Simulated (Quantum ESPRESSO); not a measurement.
# BAs (F-43m): phonons against volume, part 2 of 8

Which modes of BAs drive its thermal expansion?

What experiment has found for this phase:
- volume expansion coefficient 11.55 1e-6/K near room temperature (given in “Basic Physical Properties of Cubic Boron Arsenide (three times its linear coefficient)”, 2019, arxiv:1911.11281)
- volume expansion coefficient 10.8 1e-6/K near room temperature (given in “Thermal expansion coefficients of high thermal conducting BAs and BP materials (three times its linear coefficient)”, 2019, arxiv:1906.04101)

Quantum ESPRESSO 7.5; DFT LDA, scalar-relativistic, plane waves, GBRV ultrasoft pseudopotentials.

So far. Step 2 (Probe on a coarse mesh): The start is under -2.5 GPa at this level and looks like an insulator or semiconductor on this mesh.

### Step 3. Relaxation

Phonons are second derivatives about a minimum, so cell and atoms are relaxed first, inside the symmetry of the start.

relax.in

```
&CONTROL
  calculation   = 'vc-relax'
  prefix        = 'x'
  outdir        = './tmp'
  pseudo_dir    = './pseudo'
  tprnfor       = .true.
  tstress       = .true.
  forc_conv_thr = 2.0d-05
  etot_conv_thr = 1.0d-07
  nstep         = 40
/
&SYSTEM
  ibrav       = 0
  nat         = 2
  ntyp        = 2
  ecutwfc     = 40.0
  ecutrho     = 240.0
  occupations = 'fixed'
  nbnd        = 6
/
&ELECTRONS
  conv_thr         = 1.0d-11
  mixing_beta      = 0.7
  electron_maxstep = 100
/
&IONS
/
&CELL
  press_conv_thr = 0.1
/
ATOMIC_SPECIES
 B      10.8100  B.upf
 As     74.9216  As.upf
CELL_PARAMETERS angstrom
     0.000000000    2.388500000    2.388500000
     2.388500000    0.000000000    2.388500000
     2.388500000    2.388500000    0.000000000
ATOMIC_POSITIONS crystal
 B      0.000000000   0.000000000   0.000000000
 As     0.250000000   0.250000000   0.250000000
K_POINTS automatic
 10 10 10 0 0 0
```

On the command line:

```
OMP_NUM_THREADS=1 mpirun -n 8 pw.x -nk 8 -in relax.in > relax.out
```

Output:

```text
[banner, memory and clock lines left out]
Program PWSCF v.7.5

     Message from routine setup:
     using ibrav=0 with symmetry is DISCOURAGED, use correct ibrav instead

     G-vector sticks info

     bravais-lattice index     =            0
     lattice parameter (alat)  =       6.3832  a.u.
     unit-cell volume          =     183.9087 (a.u.)^3
     number of atoms/cell      =            2
     number of atomic types    =            2
     number of electrons       =         8.00
     number of Kohn-Sham states=            6
     kinetic-energy cutoff     =      40.0000  Ry
     charge density cutoff     =     240.0000  Ry
     scf convergence threshold =      1.0E-11
     mixing beta               =       0.7000
     number of iterations used =            8  plain     mixing
     energy convergence thresh.=      1.0E-07
     force convergence thresh. =      2.0E-05
     press convergence thresh. =      1.0E-01
     Exchange-correlation= SLA  PZ   NOGX NOGC
                           (   1   1   0   0   0   0   0)
     nstep                     =           40

     celldm(1)=   6.383210  celldm(2)=   0.000000  celldm(3)=   0.000000
     celldm(4)=   0.000000  celldm(5)=   0.000000  celldm(6)=   0.000000

     crystal axes: (cart. coord. in units of alat)
               a(1) = (   0.000000   0.707107   0.707107 )
               a(2) = (   0.707107   0.000000   0.707107 )
               a(3) = (   0.707107   0.707107   0.000000 )

     reciprocal axes: (cart. coord. in units 2 pi/alat)
               b(1) = ( -0.707107  0.707107  0.707107 )
               b(2) = (  0.707107 -0.707107  0.707107 )
               b(3) = (  0.707107  0.707107 -0.707107 )

     PseudoPot. # 1 for B  read from file:
     ./pseudo/B.upf
     Pseudo is Ultrasoft + core correction, Zval =  3.0
     Using radial grid of  781 points,  4 beta functions with:
                l(1) =   0
                l(2) =   0
                l(3) =   1
                l(4) =   1
     Q(r) pseudized with  8 coefficients,  rinner =    1.100   1.100   1.100

     PseudoPot. # 2 for As read from file:
     ./pseudo/As.upf
     Pseudo is Ultrasoft + core correction, Zval =  5.0
     Using radial grid of  875 points,  6 beta functions with:
                l(1) =   0
                l(2) =   0
                l(3) =   1
                l(4) =   1
                l(5) =   2
                l(6) =   2
     Q(r) pseudized with  8 coefficients,  rinner =    1.300   1.300   1.300
                                                       1.300   1.300

     atomic species   valence    mass     pseudopotential
     B                 3.00    10.81000     B ( 1.00)
     As                5.00    74.92160     As( 1.00)

     24 Sym. Ops. (no inversion) found

   Cartesian axes

     site n.     atom                  positions (alat units)
         1        B      tau(   1) = (   0.0000000   0.0000000   0.0000000  )
         2        As     tau(   2) = (   0.3535534   0.3535534   0.3535534  )

     number of k points=    47
                       cart. coord. in units 2pi/alat
        k(    1) = (   0.0000000   0.0000000   0.0000000), wk =   0.0020000
        k(    2) = (   0.0707107   0.0707107  -0.0707107), wk =   0.0160000
        k(    3) = (   0.1414214   0.1414214  -0.1414214), wk =   0.0160000
        k(    4) = (   0.2121320   0.2121320  -0.2121320), wk =   0.0160000
        k(    5) = (   0.2828427   0.2828427  -0.2828427), wk =   0.0160000
        k(    6) = (  -0.3535534  -0.3535534   0.3535534), wk =   0.0080000
        k(    7) = (   0.1414214  -0.0000000   0.0000000), wk =   0.0120000
        k(    8) = (   0.2121320   0.0707107  -0.0707107), wk =   0.0480000
        k(    9) = (   0.2828427   0.1414214  -0.1414214), wk =   0.0480000
        k(   10) = (   0.3535534   0.2121320  -0.2121320), wk =   0.0480000
        k(   11) = (  -0.2828427  -0.4242641   0.4242641), wk =   0.0480000
        k(   12) = (  -0.2121320  -0.3535534   0.3535534), wk =   0.0480000
        k(   13) = (  -0.1414214  -0.2828427   0.2828427), wk =   0.0480000
        k(   14) = (  -0.0707107  -0.2121320   0.2121320), wk =   0.0480000
        k(   15) = (   0.0000000  -0.1414214   0.1414214), wk =   0.0240000
        k(   16) = (   0.2828427  -0.0000000   0.0000000), wk =   0.0120000
[...]
Dense  grid:    11575 G-vectors     FFT dimensions: (  32,  32,  32)

     Smooth grid:     6231 G-vectors     FFT dimensions: (  25,  25,  25)

     Initial potential from superposition of free atoms

     starting charge       7.9996, renormalised to       8.0000
     Starting wfcs are    8 randomized atomic wfcs

     per-process dynamical memory:    18.3 Mb

     Self-consistent Calculation

     iteration #  1     ecut=    40.00 Ry     beta= 0.70
     Davidson diagonalization with overlap
     ethr =  1.00E-02,  avg # of iterations =  2.6

     total energy              =     -46.14987181 Ry
     estimated scf accuracy    <       0.14463150 Ry

     iteration #  2     ecut=    40.00 Ry     beta= 0.70
     Davidson diagonalization with overlap
     ethr =  1.81E-03,  avg # of iterations =  2.1

     total energy              =     -46.18540137 Ry
     estimated scf accuracy    <       0.03642112 Ry

     iteration #  3     ecut=    40.00 Ry     beta= 0.70
     Davidson diagonalization with overlap
     ethr =  4.55E-04,  avg # of iterations =  1.7

     total energy              =     -46.19141084 Ry
     estimated scf accuracy    <       0.00049612 Ry

     iteration #  4     ecut=    40.00 Ry     beta= 0.70
     Davidson diagonalization with overlap
     ethr =  6.20E-06,  avg # of iterations =  6.0

     total energy              =     -46.19191275 Ry
     estimated scf accuracy    <       0.00034988 Ry

     iteration #  5     ecut=    40.00 Ry     beta= 0.70
     Davidson diagonalization with overlap
     ethr =  4.37E-06,  avg # of iterations =  2.0

     total energy              =     -46.19200094 Ry
     estimated scf accuracy    <       0.00000470 Ry

     iteration #  6     ecut=    40.00 Ry     beta= 0.70
     Davidson diagonalization with overlap
     ethr =  5.88E-08,  avg # of iterations =  4.8

     total energy              =     -46.19200617 Ry
     estimated scf accuracy    <       0.00000009 Ry

     iteration #  7     ecut=    40.00 Ry     beta= 0.70
     Davidson diagonalization with overlap
     ethr =  1.15E-09,  avg # of iterations =  5.7

     total energy              =     -46.19200640 Ry
     estimated scf accuracy    <       0.00000004 Ry

     iteration #  8     ecut=    40.00 Ry     beta= 0.70
     Davidson diagonalization with overlap
[...]
Using radial grid of  781 points,  4 beta functions with:
                l(1) =   0
                l(2) =   0
                l(3) =   1
                l(4) =   1
     Q(r) pseudized with  8 coefficients,  rinner =    1.100   1.100   1.100

     PseudoPot. # 2 for As read from file:
     ./pseudo/As.upf
     Pseudo is Ultrasoft + core correction, Zval =  5.0
     Using radial grid of  875 points,  6 beta functions with:
                l(1) =   0
                l(2) =   0
                l(3) =   1
                l(4) =   1
                l(5) =   2
                l(6) =   2
     Q(r) pseudized with  8 coefficients,  rinner =    1.300   1.300   1.300
                                                       1.300   1.300

     atomic species   valence    mass     pseudopotential
     B                 3.00    10.81000     B ( 1.00)
     As                5.00    74.92160     As( 1.00)

     24 Sym. Ops. (no inversion) found

   Cartesian axes

     site n.     atom                  positions (alat units)
         1        B      tau(   1) = (   0.0000000  -0.0000000  -0.0000000  )
         2        As     tau(   2) = (   0.3514132   0.3514132   0.3514132  )

     number of k points=    47
                       cart. coord. in units 2pi/alat
[...]
k(   40) = (   0.0000000  -0.2845653   0.4268479), wk =   0.0480000
        k(   41) = (  -0.1422826  -0.5691305   0.7114132), wk =   0.0480000
        k(   42) = (  -0.0711413  -0.4979892   0.6402719), wk =   0.0960000
        k(   43) = (   0.0000000  -0.4268479   0.5691305), wk =   0.0480000
        k(   44) = (  -0.7114132   0.1422826   0.0000000), wk =   0.0240000
        k(   45) = (  -0.1422826  -0.4268479   0.7114132), wk =   0.0480000
        k(   46) = (  -0.0711413  -0.3557066   0.6402719), wk =   0.0480000
        k(   47) = (  -0.7114132   0.2845653   0.0000000), wk =   0.0240000

     Dense  grid:    11311 G-vectors     FFT dimensions: (  32,  32,  32)

     Smooth grid:     6183 G-vectors     FFT dimensions: (  25,  25,  25)

     Initial potential from superposition of free atoms

     starting charge       7.9996, renormalised to       8.0000
     Starting wfcs are    8 randomized atomic wfcs

     per-process dynamical memory:    24.7 Mb

     Self-consistent Calculation

[...]
total energy              =     -46.19228720 Ry
[...]
iteration # 21     ecut=    40.00 Ry     beta= 0.70
     Davidson diagonalization with overlap
     ethr =  1.00E-13,  avg # of iterations =  1.7

     total energy              =     -46.19228720 Ry
     estimated scf accuracy    <          2.2E-12 Ry

     iteration # 22     ecut=    40.00 Ry     beta= 0.70
     Davidson diagonalization with overlap
     ethr =  1.00E-13,  avg # of iterations =  1.0

     total energy              =     -46.19228720 Ry
     estimated scf accuracy    <          2.2E-13 Ry

     iteration # 23     ecut=    40.00 Ry     beta= 0.70
     Davidson diagonalization with overlap
     ethr =  1.00E-13,  avg # of iterations =  1.0

     total energy              =     -46.19228720 Ry
     estimated scf accuracy    <          3.5E-13 Ry

     iteration # 24     ecut=    40.00 Ry     beta= 0.70
     Davidson diagonalization with overlap
     ethr =  1.00E-13,  avg # of iterations =  1.0

     total energy              =     -46.19228720 Ry
     estimated scf accuracy    <          7.1E-13 Ry

     iteration # 25     ecut=    40.00 Ry     beta= 0.70
     Davidson diagonalization with overlap
     ethr =  1.00E-13,  avg # of iterations =  1.0

     total energy              =     -46.19228720 Ry
     estimated scf accuracy    <          3.8E-13 Ry

     iteration # 26     ecut=    40.00 Ry     beta= 0.70
     Davidson diagonalization with overlap
     ethr =  1.00E-13,  avg # of iterations =  1.0

     total energy              =     -46.19228720 Ry
     estimated scf accuracy    <          6.4E-13 Ry

     iteration # 27     ecut=    40.00 Ry     beta= 0.70
     Davidson diagonalization with overlap
     ethr =  1.00E-13,  avg # of iterations =  1.0

     total energy              =     -46.19228720 Ry
     estimated scf accuracy    <          1.1E-13 Ry

     iteration # 28     ecut=    40.00 Ry     beta= 0.70
     Davidson diagonalization with overlap
     ethr =  1.00E-13,  avg # of iterations =  1.0

     End of self-consistent calculation

          k = 0.0000 0.0000 0.0000 (   749 PWs)   bands (ev):

[...]
k = 0.0000-0.1423 0.1423 (   769 PWs)   bands (ev):

[...]
k = 0.2846 0.0000-0.0000 (   785 PWs)   bands (ev):

[...]
k = 0.3557 0.0711-0.0711 (   780 PWs)   bands (ev):

[...]
k = 0.4268 0.1423-0.1423 (   775 PWs)   bands (ev):

[...]
k = 0.0000-0.2846 0.2846 (   770 PWs)   bands (ev):

[...]
k = 0.4268-0.0000 0.0000 (   781 PWs)   bands (ev):

[...]
k = 0.4980 0.0711-0.0711 (   774 PWs)   bands (ev):

[...]
k = 0.5691 0.0000-0.0000 (   773 PWs)   bands (ev):

[...]
k = 0.0000-0.5691 0.5691 (   764 PWs)   bands (ev):

[...]
k =-0.7114 0.0000 0.0000 (   774 PWs)   bands (ev):

[...]
k = 0.2846 0.1423-0.0000 (   774 PWs)   bands (ev):

[...]
k = 0.3557 0.2134-0.0711 (   776 PWs)   bands (ev):

[...]
k =-0.2134-0.3557 0.4980 (   768 PWs)   bands (ev):

[...]
k = 0.4268 0.1423-0.0000 (   772 PWs)   bands (ev):

[...]
k =-0.2134-0.4980 0.6403 (   771 PWs)   bands (ev):

[...]
k =-0.1423-0.4268 0.5691 (   765 PWs)   bands (ev):

[...]
k =-0.0711-0.3557 0.4980 (   768 PWs)   bands (ev):

[...]
k = 0.0000-0.2846 0.4268 (   776 PWs)   bands (ev):

[...]
k =-0.1423-0.5691 0.7114 (   767 PWs)   bands (ev):

[...]
k =-0.0711-0.4980 0.6403 (   763 PWs)   bands (ev):

[...]
k = 0.0000-0.4268 0.5691 (   765 PWs)   bands (ev):

    -2.8488   0.6511   2.4783   4.7322  11.7541  15.2748

          k =-0.7114 0.1423 0.0000 (   764 PWs)   bands (ev):

    -2.6735   0.2304   3.9285   3.9966  11.0057  11.0141

          k =-0.1423-0.4268 0.7114 (   762 PWs)   bands (ev):

    -3.1912   0.9919   3.0321   4.3602  13.0228  13.9155

          k =-0.0711-0.3557 0.6403 (   768 PWs)   bands (ev):

    -2.7796   0.6396   2.7910   4.0103  13.3230  14.3909

          k =-0.7114 0.2846 0.0000 (   760 PWs)   bands (ev):

    -2.5760   0.5286   3.1355   3.3836  13.1332  13.4682

     highest occupied, lowest unoccupied level (ev):     8.6149    9.7176

!    total energy              =     -46.19228720 Ry
     estimated scf accuracy    <          3.8E-14 Ry

     The total energy is the sum of the following terms:
     one-electron contribution =       6.79678845 Ry
     hartree contribution      =       1.23075318 Ry
     xc contribution           =     -34.16501231 Ry
     ewald contribution        =     -20.05481652 Ry

     convergence has been achieved in  28 iterations

     Forces acting on atoms (cartesian axes, Ry/au):

     atom    1 type  1   force =    -0.00000000    0.00000000   -0.00000000
     atom    2 type  2   force =     0.00000000    0.00000000    0.00000000

     Total force =     0.000000     Total SCF correction =     0.000000

     Computing stress (Cartesian axis) and pressure

          total   stress  (Ry/bohr**3)                   (kbar)     P=       -0.06
  -0.00000043   0.00000000  -0.00000000           -0.06        0.00       -0.00
   0.00000000  -0.00000043  -0.00000000            0.00       -0.06       -0.00
  -0.00000000   0.00000000  -0.00000043           -0.00        0.00       -0.06

     XML data file, charge density, pseudopotentials, collected wavefunctions
```

Elapsed: 5 s, on 8 MPI ranks of Arm Neoverse V2, shared host; 39 s of CPU time.

The steps of the relaxation:

```csv
step,energy less that of the first step (eV),largest force (eV/Å),volume (Å³)
1,0.0000,0.0000,27.25
2,-0.0037,0.0000,26.89
3,-0.0040,0.0000,26.76
4,-0.0040,0.0000,26.76
5,-0.0038,0.0000,26.76
```

```csv
"conventional cell, symmetrised",before,after,change
a (Å),4.777,4.748,-0.6 %
b (Å),4.777,4.748,-0.6 %
c (Å),4.777,4.748,-0.6 %
volume (Å³/atom),13.63,13.38,-1.8 %
```

The relaxed structure:

```
CELL_PARAMETERS angstrom
0.00000 2.37404 2.37404
2.37404 0.00000 2.37404
2.37404 2.37404 0.00000
ATOMIC_POSITIONS crystal
B 0.00000 0.00000 0.00000
As 0.25000 0.25000 0.25000
```

Numbers from this step:

```yaml
volume_per_atom: 13.38 Å³
pressure: -0.006000 GPa
gap_on_the_k_mesh: 1.103 eV
```

After the last step pw.x solved the final cell once more on a basis chosen for it, which moves the energy without moving the atoms.

[end of part 2 of 8]

[Logs are printed without paths, hosts, clocks, repeated set-up lines and the standing remarks that a program may print on its own settings, such as how far it seeks lower states.]

[Hosts, paths, dates, database ids (printed as entryN), source tags and the programs' standing remarks are cut or masked in the printed files.]

[A step with changed settings may run another functional than the one named; its input shows which.]

[Of the runs on displaced cells, only some may be shown.]
